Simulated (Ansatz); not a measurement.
**ZnNi3C (Pm-3m): a soft mode frozen in**

Wanted: the energy along a soft mode of ZnNi3C (Pm-3m) and the structure at the end.

Main program and level: Ansatz 0.2.0; DFT PBEsol, scalar-relativistic, plane waves, PAW; PAW set soft_1.

## 1. Set-up

It takes space group Pm-3m (No. 221, cubic). The conventional cell has a = 3.720 Å, b = 3.720 Å, c = 3.720 Å, α = 90.00°, β = 90.00°, γ = 90.00°. Zn has 12 Ni at 2.63 Å nearest. Nearest to Ni lie 2 C at 1.86 Å and 4 Zn at 2.63 Å and 8 Ni at 2.63 Å. C has 6 Ni at 1.86 Å nearest. Farther neighbours are not listed.

## 2. Response at finite wavevector

The cell comes from relaxations at this level that are not shown. Stability and thermal properties need the whole zone. Linear response on a 2×2×2 q mesh gives force constants as far as a supercell of that size would.

input.yaml reads:

```yaml
crystal:
  lattice:
    - [3.7198786686, 0.0, 0.0]
    - [0.0, 3.7198786686, 0.0]
    - [0.0, 0.0, 3.7198786686]
  atoms:
    - { symbol: Zn, position: [0.0, 0.0, 0.0] }
    - { symbol: Ni, position: [0.0, 0.5, 0.5] }
    - { symbol: Ni, position: [0.5, 0.5, 0.0] }
    - { symbol: Ni, position: [0.5, 0.0, 0.5] }
    - { symbol: C, position: [0.5, 0.5, 0.5] }
kpoints:
  mp_grid: { grid: [12, 12, 12] }
hamiltonian:
  xc: pbesol
  pseudopotentials: { kind: paw, azcp: { folder: soft_1 }, xc_functional: pbe }
scf:
  occupations: { method: methfessel_paxton, width: 0.2 }
output:
  eigenvalues: true
phonons:
  method: dfpt
  qmesh: [2, 2, 2]
  temperatures: { t_max: 1000, t_step: 50 }
  qpath:
    path:
      - [[0.0, 0.0, 0.0], [0.0, 0.5, 0.0], [0.5, 0.5, 0.0], [0.0, 0.0, 0.0], [0.5, 0.5, 0.5], [0.0, 0.5, 0.0]]
      - [[0.5, 0.5, 0.5], [0.5, 0.5, 0.0]]
    npoints: 10
```

The run is started by

```sh
$ ansatz run input.yaml --threads 4 --pin off --max-ram 10240MiB --backend cpu --events-out ev --progress --plain --runs-dir out
```

Numbers of over 12 decimals in the logs are rounded to 6 here.

Log:

```text
Engine: ansatz 0.2.0, x86_64-unknown-linux-gnu
Pseudopotentials: kind: paw
Pseudopotential: Zn, paw, valence charge 12, recommended cutoff 420 eV (normal), soft_1/Zn.paw.azcp
Pseudopotential: Ni, paw, valence charge 18, recommended cutoff 420 eV (normal), soft_1/Ni.paw.azcp
Pseudopotential: C, paw, valence charge 4, recommended cutoff 420 eV (normal), soft_1/C.paw.azcp
Functional definition: PBEsol
  exchange = pbesol_x
  correlation = pbesol_c
Crystal: 5 atoms, lattice volume = 51.474 Å³
Basis set: ecut = 420 eV, 1021 PW (Γ), exchange–correlation on 50×50×50 points (8 copies of the dense FFT grid, shifted against one another)
Bands: 42, of which v1, the nominal top of the filled ones, is band 35 counted from 1 (34 counted from 0)
Symmetry: 48 space group operations
k-points: 84 of 1728
Non-local potential: Zn, projectors of the file, l = 0: 2, l = 1: 2, l = 2: 3, l = 3: 1
Non-local potential: Ni, projectors of the file, l = 0: 3, l = 1: 2, l = 2: 3, l = 3: 1
Non-local potential: C, projectors of the file, l = 0: 2, l = 1: 2, l = 2: 1
PAW form: soft (Blöchl's): semilocal exchange-correlation on the pseudo side does not see the compensation charge
PAW frozen core: Zn, regenerated for the run's functional, and the local potential with it (the file was generated under x = pbe(κ = 0.804, μ = 0.219515), c = pbe(β = 0.066725))
PAW frozen core: Ni, regenerated for the run's functional, and the local potential with it (the file was generated under x = pbe(κ = 0.804, μ = 0.219515), c = pbe(β = 0.066725))
PAW frozen core: C, regenerated for the run's functional, and the local potential with it (the file was generated under x = pbe(κ = 0.804, μ = 0.219515), c = pbe(β = 0.066725))
PAW one-centre angular grid: Zn, 590 points (default); XC on 64 Gauss nodes
PAW one-centre angular grid: Ni, 590 points (default); XC on 64 Gauss nodes
PAW one-centre angular grid: C, 110 points (default); XC on 64 Gauss nodes
Initial density: superposition of atomic densities (chi_scale 0.1, normalization cell, long waves kept (reshape's long-wave potential 0.01 eV rms))
Initial wavefunctions: pseudopotential atomic-orbital guess
Functional: x = pbesol(κ = 0.804, μ = 0.123457), c = pbesol(β = 0.046)
SCF iter   1: F=—  HF=-20944.022438 eV  |F-HF|=—  |Δ(HF+E_count)|=         —  Δρ=7.30e-2  dr2=3.40e0  ethr=3.10e-3  ⟨swp⟩=5.6  Hψ=13306  notcnv=0
preconditioner: auto → Kerker (q_TF=auto, 2.872 Å⁻¹)  [metal: Δε(μ)=0.005 eV  Ē_g=8.734 eV  σ=0.200 eV  W_gap=0.02  n_scr=18 (ndim 8)  ℏωp=35.1 eV  f_vac=0.000  D(μ)=5.50/eV (n_scr^D=80)]
SCF iter   2: F=—  HF=-20943.393516 eV  |F-HF|=—  |Δ(HF+E_count)|=   6.29e-1  S|Δr|=    0.00e0  Δρ=3.47e-2  dr2=1.13e0  ethr=3.10e-3  ⟨swp⟩=2.3  Hψ=4631  notcnv=0  defer=141
SCF iter   3: F=—  HF=-20943.097962 eV  |F-HF|=—  |Δ(HF+E_count)|=   2.96e-1  S|Δr|=    0.00e0  Δρ=1.74e-2  dr2=3.22e-1  ethr=1.61e-3  ⟨swp⟩=2.0  Hψ=6297  notcnv=0  defer=142
SCF iter   4: F=—  HF=-20943.016328 eV  |F-HF|=—  |Δ(HF+E_count)|=   8.16e-2  S|Δr|=    0.00e0  Δρ=7.53e-3  dr2=2.48e-2  ethr=4.60e-4  ⟨swp⟩=2.0  Hψ=5601  notcnv=0  defer=142
SCF iter   5: F=—  HF=-20943.014019 eV  |F-HF|=—  |Δ(HF+E_count)|=   2.31e-3  S|Δr|=    0.00e0  Δρ=4.04e-3  dr2=4.59e-3  ethr=3.54e-5  ⟨swp⟩=2.0  Hψ=5172  notcnv=0  defer=142
SCF iter   6: F=—  HF=-20943.013004 eV  |F-HF|=—  |Δ(HF+E_count)|=   1.01e-3  S|Δr|=    0.00e0  Δρ=1.58e-3  dr2=6.14e-4  ethr=6.56e-6  ⟨swp⟩=2.0  Hψ=5249  notcnv=0  defer=142
SCF iter   7: F=—  HF=-20943.012774 eV  |F-HF|=—  |Δ(HF+E_count)|=   2.30e-4  S|Δr|=    0.00e0  Δρ=2.84e-4  dr2=2.57e-5  ethr=8.77e-7  ⟨swp⟩=2.0  Hψ=5256  notcnv=0  defer=142
SCF iter   8: F=—  HF=-20943.012764 eV  |F-HF|=—  |Δ(HF+E_count)|=   1.01e-5  S|Δr|=    0.00e0  Δρ=9.89e-5  dr2=4.36e-6  ethr=3.67e-8  ⟨swp⟩=2.2  Hψ=5102  notcnv=0  defer=142
SCF iter   9: F=—  HF=-20943.012777 eV  |F-HF|=—  |Δ(HF+E_count)|=   1.26e-5  S|Δr|=    0.00e0  Δρ=2.28e-5  dr2=1.82e-7  ethr=6.23e-9  ⟨swp⟩=2.7  Hψ=5537  notcnv=0  defer=142
SCF iter  10: F=—  HF=-20943.012777 eV  |F-HF|=—  |Δ(HF+E_count)|=   4.83e-8  S|Δr|=    0.00e0  Δρ=6.01e-6  dr2=8.06e-9  ethr=2.60e-10  ⟨swp⟩=2.1  Hψ=5503  notcnv=0  defer=142
[...]
SCF 1 converged in 14 iterations: F = -20943.012777 eV  dr2 = 2.96e-12
  greatest PAW one-centre occupation: 1.001 electrons in one spin orbital (limit 2), on the Ni atom at site 1 (counted from 0), in its partial waves of l = 1
Initial density: read from a saved state, or passed on in memory by an earlier SCF of this step, an earlier step, the calling program or the single point that the run made first
[...]
SCF iter   1: F=—  HF=-20943.012762 eV  |F-HF|=—  |Δ(HF+E_count)|=         —  Δρ=3.32e-6  dr2=4.61e-9  ethr=1.77e-6  ⟨swp⟩=2.3  Hψ=20390  notcnv=0
eigensolver tolerance schedule: the retry pair's looser diagonalisation over-reported the residual by 268885.85 of it (diagonalisation noise at an unbounded share of the residual, at the tolerance the schedule requests for it); recorded, not acted on — ethr = c·dr2/N_el stays at c = 1.0e-1
preconditioner: auto → Kerker (q_TF=auto, 2.872 Å⁻¹)  [metal: Δε(μ)=0.028 eV  Ē_g=8.879 eV  σ=0.200 eV  W_gap=0.12  n_scr=18 (ndim 8)  ℏωp=35.1 eV  f_vac=0.000  D(μ)=4.85/eV (n_scr^D=56)]
SCF iter   2: F=—  HF=-20943.012777 eV  |F-HF|=—  |Δ(HF+E_count)|=   1.47e-5  S|Δr|=    0.00e0  Δρ=2.57e-6  dr2=1.89e-9  ethr=6.59e-12  ⟨swp⟩=4.3  Hψ=11901  notcnv=0
SCF iter   3: F=—  HF=-20943.012777 eV  |F-HF|=—  |Δ(HF+E_count)|=  3.64e-10  S|Δr|=    0.00e0  Δρ=1.32e-6  dr2=5.66e-10  ethr=2.70e-12  ⟨swp⟩=2.0  Hψ=5245  notcnv=0
SCF iter   4: F=—  HF=-20943.012777 eV  |F-HF|=—  |Δ(HF+E_count)|=  8.73e-11  S|Δr|=    0.00e0  Δρ=6.70e-7  dr2=1.76e-10  ethr=1.00e-12  ⟨swp⟩=1.0  Hψ=3528  notcnv=0
SCF iter   5: F=—  HF=-20943.012777 eV  |F-HF|=—  |Δ(HF+E_count)|=  2.18e-11  S|Δr|=    0.00e0  Δρ=5.18e-7  dr2=1.11e-10  ethr=1.00e-12  ⟨swp⟩=1.0  Hψ=3528  notcnv=0
SCF iter   6: F=—  HF=-20943.012777 eV  |F-HF|=—  |Δ(HF+E_count)|=  1.09e-11  S|Δr|=    0.00e0  Δρ=3.48e-7  dr2=5.01e-11  ethr=1.00e-12  ⟨swp⟩=1.0  Hψ=3528  notcnv=0
SCF iter   7: F=—  HF=-20943.012777 eV  |F-HF|=—  |Δ(HF+E_count)|=  3.64e-12  S|Δr|=    0.00e0  Δρ=3.72e-7  dr2=5.68e-11  ethr=1.00e-12  ⟨swp⟩=1.0  Hψ=3528  notcnv=0
SCF iter   8: F=—  HF=-20943.012777 eV  |F-HF|=—  |Δ(HF+E_count)|=  3.64e-12  S|Δr|=    0.00e0  Δρ=2.34e-7  dr2=2.17e-11  ethr=1.00e-12  ⟨swp⟩=1.0  Hψ=3528  notcnv=0
SCF iter   9: F=—  HF=-20943.012777 eV  |F-HF|=—  |Δ(HF+E_count)|=  3.64e-12  S|Δr|=    0.00e0  Δρ=1.60e-7  dr2=1.07e-11  ethr=1.00e-12  ⟨swp⟩=1.0  Hψ=3528  notcnv=0
SCF iter  10: F=-20943.012777 eV  HF=-20943.012777 eV  |F-HF|=7.28e-12  |Δ(HF+E_count)|=  7.28e-12  S|Δr|=    0.00e0  Δρ=6.17e-8  dr2=1.50e-12  ethr=1.00e-12  ⟨swp⟩=2.1  Hψ=6057  notcnv=0
SCF 2 converged in 10 iterations: F = -20943.012777 eV  dr2 = 1.50e-12
  greatest PAW one-centre occupation: 1.001 electrons in one spin orbital (limit 2), on the Ni atom at site 3 (counted from 0), in its partial waves of l = 1
phonons: the bands overlap, so this run is a metal and interpolates without the dipole-dipole term. If the crystal is really an insulator or semiconductor, its LO-TO splitting is missing
NSCF: frozen V_eff on 84 k-points
NSCF: frozen V_eff on 343 k-points
DFPT response loops at q = (0, 0, 0) (fractional): preconditioner auto → Kerker (q_TF=auto, 2.872 Å⁻¹) (partly filled bands, converged f_vac=0.000); β = 1.00, the filter's whole step (`scf.mixing.beta` (0.50) is not read by the response loops under this deck's `scf.mixing.preconditioner`; to damp them name `kerker` or `kerker_dos`, under which they read `scf.mixing.beta`, and type it under 1.00, their step now; both keys bind the ground state too); Broyden in place of MSR1
NSCF: frozen V_eff on 686 k-points
DFPT response loops at q = (0, 0, -0.5) (fractional): mixed as the last ones told, above
NSCF: frozen V_eff on 686 k-points
DFPT response loops at q = (0, -0.5, -0.5) (fractional): mixed as the last ones told, above
NSCF: frozen V_eff on 686 k-points
DFPT response loops at q = (-0.5, -0.5, -0.5) (fractional): mixed as the last ones told, above
SCF converged after 14 iterations
Stability not checked: this state was not tested for a lower state beside it, because cold or Methfessel-Paxton smearing, or corrected tetrahedra, fill the levels in a way that the test cannot read (fill_not_monotonic; see scf.lower_state_search)
Free energy (F): -20943.012777 eV
Harris-Foulkes:  -20943.012777 eV  (|F-HF|=7.28e-12)
Internal energy: -20943.003201 eV  (E = F + TS)
E sigma→0 (E₀):  -20943.010383 eV
Entropy (-TS):   -0.009576 eV (-1.915 meV/atom)
Fermi energy:    16.026073 eV
--- Per-component energies (eV) ---
  E_band       = -836.358285
  E_kinetic    = 1260.341814
  E_local      = -10807.622893  (includes V_loc(G=0)·N_el)
  E_nonlocal   = 496.552906
  E_hartree    = 5489.435720
  E_xc         = -463.585966
  E_vxc        = -548.771374  (∫ρ·V_xc dr)
  E_paw        = -6820.839172  (= ΣΔE_a)
  E_vpaw       = -2215.732656  (= ΣTr[D̂ρ^β])
  E_aug_tail   = 0.002468  (compensation charges beyond the density's cutoff)
  E_ewald      = -10098.698403
  E_core_change = 1.410324  (= ΣΔE_core)
  E_smearing   = -0.009576  (= −TS)
  E_closure    = -0.000000  (closes the sum)
  Σ components = -20943.012777   (vs F -20943.012777, Δ=0.00e0)
--- Band table (eV; the first three rows and the last of 84) ---
  k-point 0: bands = [... 31 lower, 14.7342, 15.2465, 15.2465, 15.2465, 15.5580, 18.9392, 20.6657, 20.6657, ... 3 higher]
  k-point 1: bands = [... 31 lower, 14.7248, 15.2465, 15.2965, 15.2965, 15.5319, 18.9514, 20.3888, 20.7230, ... 3 higher]
  k-point 2: bands = [... 31 lower, 14.6990, 15.2467, 15.4506, 15.4506, 15.4548, 18.9961, 20.0049, 20.8723, ... 3 higher]
  k-point 83: bands = [... 31 lower, 14.9814, 14.9814, 15.3194, 15.3194, 15.3194, 17.6194, 17.6194, 17.6194, ... 3 higher]
--- Phonons (Γ-DFPT): 4 representative perturbations + reference (Σ response iterations 15) ---
  ASR residual: 2.352e-5 → 0.000e0 eV/Å²; symmetrization residual: 1.871e-6 eV/Å²
  ASR residual per site (eV/Å²): 2.06e-6 2.35e-5 2.35e-5 2.35e-5 3.16e-6
  Γ frequencies (cm⁻¹): 0.00 0.00 0.00 147.85 147.85 147.85 158.01 158.01 158.01 184.60 184.60 184.60 633.88 633.88 633.88
--- Phonons (arbitrary-q DFPT): 4 irreducible q on the 2×2×2 mesh ---
  q = [0.0000, 0.0000, 0.0000] (star 1, of the zone-centre solve; hermiticity 1.80e-7, symmetrization 1.68e-12): -0.00 0.00 0.00 147.85 147.85 147.85 158.01 158.01 158.01 184.60 184.60 184.60 633.88 633.88 633.88
  q = [0.0000, 0.0000, -0.5000] (star 3, 9 solved perturbations in 2646 linear systems a pass and spin channel, the states on 343 of 1728 k-point pairs; hermiticity 6.41e-8, symmetrization 8.80e-12): -48.38 -48.38 42.39 109.96 109.96 114.32 151.76 151.76 153.09 179.42 179.42 311.84 632.45 632.45 727.58
  q = [0.0000, -0.5000, -0.5000] (star 3, 9 solved perturbations in 2646 linear systems a pass and spin channel, the states on 343 of 1728 k-point pairs; hermiticity 1.97e-7, symmetrization 1.16e-11): 37.77 37.77 55.63 73.70 86.01 86.01 145.40 163.56 163.56 171.17 266.97 360.11 627.36 741.89 741.89
  q = [-0.5000, -0.5000, -0.5000] (star 1, 4 solved perturbations in 931 linear systems a pass and spin channel, the states on 343 of 1728 k-point pairs; hermiticity 1.09e-7, symmetrization 8.26e-12): 6.42 6.42 6.42 101.33 101.33 101.33 186.07 186.07 186.07 270.31 270.31 402.59 750.75 750.75 750.75
  sum rule: each row above includes the acoustic sum rule's correction from the zone centre's row sums; it moved no ω² by more than (0.33 cm⁻¹)²
  mesh force constants: q→R imaginary residual 2.88e-18; ASR residual 2.352e-5 → 0.000e0 eV/Å²; symmetrization residual 2.487e-14 eV/Å²
  interpolated dispersion: 62 rows × 15 modes
  density of states and harmonic sums: on the 18×18×18 q-mesh, interpolated from the force constants of a 2×2×2 supercell (no non-analytic term)
  largest difference from the sums on the solved wave vectors: F 1.14e-1 eV, S 1.87e-4 and C_V 7.32e-5 eV/K
  zero-point energy: 0.231725 eV/cell   skipped modes (ω ≤ 0): 71, of them read as no rigid motion or as one in doubt: 68 (2.747e-1 modes/cell left out, lowest -48.38 cm⁻¹)   left out of the sums: 1.83e-2 of the cell's modes: C_V's classical limit lies that fraction below 3 k_B per atom; for a crystal, a wire or a layer, F and S can be off by more, and a phonons.interpolated_qmesh denser along its periods is the remedy for the sampling
```

Wall time 6.4 min (4 threads of Intel Xeon Platinum 8375C at 2.90GHz (Ice Lake), shared host); peak memory 2.3 GiB; 24 min of CPU time.

This run has no spin polarisation, although Ni can carry a moment.

This step gave:

- volume per atom: 10.29 Å³
- gap on the k-mesh: 0 eV
- sum-rule residual before enforcement: 2.35e-5 eV/Å²
- lowest frequency on the path: -48.38 cm⁻¹
- point group: m-3m
- highest frequency on the path or at a solved wavevector: 750.8 cm⁻¹
- highest optical mode at the zone centre (no LO-TO term): 633.9 cm⁻¹
- lowest optical zone-centre mode: 147.8 cm⁻¹
- lowest mode on the q mesh (acoustic modes at Γ apart): -48.38 cm⁻¹

Frequencies (cm⁻¹) solved at each irreducible wavevector; negative means imaginary. Frequencies by wavevector, by row:

| q in reciprocal lattice units | star | mode 1 | mode 2 | mode 3 | mode 4 | mode 13 | mode 14 | mode 15 |
| --- | --- | --- | --- | --- | --- | --- | --- | --- |
| 0 0 0 | 1 | 0 | 0 | 0 | 147.8 | 633.9 | 633.9 | 633.9 |
| 0 0 -0.5 | 3 | -48.4 | -48.4 | 42.4 | 110 | 632.5 | 632.5 | 727.6 |
| 0 -0.5 -0.5 | 3 | 37.8 | 37.8 | 55.6 | 73.7 | 627.4 | 741.9 | 741.9 |
| -0.5 -0.5 -0.5 | 1 | 6.4 | 6.4 | 6.4 | 101.3 | 750.8 | 750.8 | 750.8 |

Interpolated from a 2×2×2 q mesh, rough between the solved points. Phonon branches along the path, in cm⁻¹:

| point | branch 1 | branch 2 | branch 3 | branch 4 | branch 12 | branch 13 | branch 14 | branch 15 |
| --- | --- | --- | --- | --- | --- | --- | --- | --- |
| Γ | 0 | 0 | 0 | 148 | 185 | 634 | 634 | 634 |
| halfway | 20 | 20 | 93 | 116 | 255 | 633 | 633 | 678 |
| X | -48 | -48 | 42 | 110 | 312 | 632 | 632 | 728 |
| halfway | -23 | -11 | 61 | 90 | 330 | 630 | 685 | 735 |
| M | 38 | 38 | 56 | 74 | 360 | 627 | 742 | 742 |
| halfway | 37 | 70 | 74 | 104 | 284 | 632 | 680 | 682 |
| Γ | 0 | 0 | 0 | 148 | 185 | 634 | 634 | 634 |
| halfway | 62 | 62 | 81 | 93 | 310 | 683 | 683 | 685 |
| R | 6 | 6 | 6 | 101 | 403 | 751 | 751 | 751 |
| halfway | 26 | 52 | 64 | 71 | 349 | 685 | 687 | 741 |
| X | -48 | -48 | 42 | 110 | 312 | 632 | 632 | 728 |
| jump to R | 6 | 6 | 6 | 101 | 403 | 751 | 751 | 751 |
| halfway | 24 | 24 | 52 | 88 | 378 | 687 | 746 | 746 |
| M | 38 | 38 | 56 | 74 | 360 | 627 | 742 | 742 |

Symmetry leaves 4 wavevectors to solve. The lowest mode among them, the acoustic zeros apart, lies at q = (0, 0, -0.5) and is imaginary, 48.4i cm⁻¹, so the energy falls along it.

## 3. The mode frozen in, largest atomic shift 0 Å

The mode followed lies at q = (0, 0, -0.5) with frequency 48.4i cm⁻¹ and is 2-fold degenerate, the softest among the wavevectors solved. At small amplitude the distorted cell has space group no. 11 by a symmetry search on the positions. The undistorted cell that holds it gives the zero of energy on the same k mesh.

System of this step: ZnNi3C. Symmetry: Pm-3m, No. 221, cubic system. Conventional cell: a = 3.720 Å, b = 3.720 Å, c = 3.720 Å, α = 90.00°, β = 90.00°, γ = 90.00°. Nearest to Zn lie 12 Ni at 2.63 Å. Ni has 2 C at 1.86 Å and 8 Ni at 2.63 Å and 4 Zn at 2.63 Å nearest. Nearest to Ni lie 2 C at 1.86 Å and 8 Ni at 2.63 Å and 4 Zn at 2.63 Å. Nearest to C lie 6 Ni at 1.86 Å. Farther neighbours are not listed.

input.yaml reads:

```yaml
crystal:
  lattice:
    - [3.7198786686, 0.0, 0.0]
    - [0.0, 3.7198786686, 0.0]
    - [0.0, 0.0, 7.4397573372]
  atoms:
    - { symbol: Zn, position: [0.0, 0.0, 0.0] }
    - { symbol: Zn, position: [0.0, 0.0, 0.5] }
    - { symbol: Ni, position: [0.0, 0.5, 0.25] }
    - { symbol: Ni, position: [0.0, 0.5, 0.75] }
    - { symbol: Ni, position: [0.5, 0.5, 0.0] }
    - { symbol: Ni, position: [0.5, 0.5, 0.5] }
    - { symbol: Ni, position: [0.5, 0.0, 0.25] }
    - { symbol: Ni, position: [0.5, 0.0, 0.75] }
    - { symbol: C, position: [0.5, 0.5, 0.25] }
    - { symbol: C, position: [0.5, 0.5, 0.75] }
kpoints:
  mp_grid: { grid: [10, 10, 6] }
hamiltonian:
  xc: pbesol
  pseudopotentials: { kind: paw, azcp: { folder: soft_1 }, xc_functional: pbe }
scf:
  occupations: { method: methfessel_paxton, width: 0.2 }
output:
  forces: true
  stress: true
  eigenvalues: true
```

Log:

```text
[...]
Crystal: 10 atoms, lattice volume = 102.948 Å³
Basis set: ecut = 420 eV, 2041 PW (Γ), exchange–correlation on 50×50×100 points (8 copies of the dense FFT grid, shifted against one another)
Bands: 84, of which v1, the nominal top of the filled ones, is band 70 counted from 1 (69 counted from 0)
Symmetry: 32 space group operations
[...]
k-points: 84 of 600
[...]
k-point 0: bands = [... 66 lower, 15.2465, 15.2470, 15.2478, 15.5588, 16.2282, 16.2282, 18.9391, 19.2444, ... 10 higher]
  k-point 1: bands = [... 66 lower, 15.2478, 15.2965, 15.2965, 15.5327, 16.1506, 16.1506, 18.9513, 19.2223, ... 10 higher]
  k-point 2: bands = [... 66 lower, 15.2476, 15.4504, 15.4504, 15.4556, 15.9471, 15.9471, 18.9958, 19.1603, ... 10 higher]
  k-point 83: bands = [... 66 lower, 15.4682, 15.4682, 15.8043, 15.8043, 15.8043, 15.8043, 17.4676, 17.4676, ... 10 higher]
[key lines of the parts left out:]
SCF converged after 10 iterations
Free energy (F): -41886.027523 eV
Fermi energy:    16.024585 eV
P = ⅓ Tr σ = -0.0104 GPa (-0.104 kbar)
```

Run time: 8.9 s. Hardware: 4 threads; peak memory 0.89 GiB; 34 s of CPU time.

This step gave:

```yaml
pressure: -0.01039 GPa
energy_from_the_undistorted_cell: 0 meV/atom
```

The run ends at a pressure of -0.01 GPa.

## 4. The mode frozen in, largest atomic shift 0.08 Å

The atoms are moved along the unstable eigenvector, the largest shift by 0.08 Å, with the cell fixed.

input.yaml, the sections that differ from step 3:

```yaml
crystal:
  lattice:
    - [3.7198786686, 0.0, 0.0]
    - [0.0, 3.7198786686, 0.0]
    - [0.0, 0.0, 7.4397573372]
  atoms:
    - { symbol: Zn, position: [0.0032861612, -0.0063192682, 0.0] }
    - { symbol: Zn, position: [-0.0032861612, 0.0063192682, 0.5] }
    - { symbol: Ni, position: [0.0, 0.5, 0.25] }
    - { symbol: Ni, position: [0.0, 0.5, 0.75] }
    - { symbol: Ni, position: [0.5099222246, 0.4809196216, 0.0] }
    - { symbol: Ni, position: [0.4900777754, 0.5190803784, 0.5] }
    - { symbol: Ni, position: [0.5, 0.0, 0.25] }
    - { symbol: Ni, position: [0.5, 0.0, 0.75] }
    - { symbol: C, position: [0.5, 0.5, 0.25] }
    - { symbol: C, position: [0.5, 0.5, 0.75] }
# kpoints, hamiltonian, scf, output: as in step 3
```

Log:

```text
[...]
Crystal: 10 atoms, lattice volume = 102.948 Å³
Basis set: ecut = 420 eV, 2041 PW (Γ), exchange–correlation on 50×50×100 points (8 copies of the dense FFT grid, shifted against one another)
Bands: 84, of which v1, the nominal top of the filled ones, is band 70 counted from 1 (69 counted from 0)
Symmetry: 4 space group operations
[...]
k-points: 208 of 600
[...]
k-point 0: bands = [... 66 lower, 15.2461, 15.2469, 15.2592, 15.5547, 16.1876, 16.2140, 18.9252, 19.2202, ... 10 higher]
  k-point 1: bands = [... 66 lower, 15.2469, 15.2855, 15.3108, 15.5270, 16.1118, 16.1385, 18.9370, 19.1990, ... 10 higher]
  k-point 2: bands = [... 66 lower, 15.2468, 15.4370, 15.4452, 15.4639, 15.9158, 15.9411, 18.9798, 19.1389, ... 10 higher]
  k-point 207: bands = [... 66 lower, 15.4647, 15.4647, 15.8045, 15.8045, 15.8073, 15.8073, 17.4648, 17.4648, ... 10 higher]
[key lines of the parts left out:]
SCF converged after 11 iterations
Free energy (F): -41886.028320 eV
Fermi energy:    16.029651 eV
P = ⅓ Tr σ = 0.0078 GPa (0.078 kbar)
```

The job ended after 26 s (4 threads; peak memory 1.5 GiB).

This step gave:

* pressure: 0.007755 GPa
* energy from the undistorted cell: -0.232 meV/atom

The energy, extrapolated to zero smearing, is -0.23 meV/atom against the undistorted cell.

The run ends at a pressure of 0.01 GPa, with forces up to 0.030 eV/Å.

[end of part 1 of 3]

[Logs are printed without paths, hosts, clocks, repeated set-up lines and the standing remarks that a program may print on its own settings, such as how far it seeks lower states.]

[Hosts, paths, dates, database ids (printed as entryN), source tags and the programs' standing remarks are cut or masked in the printed files.]
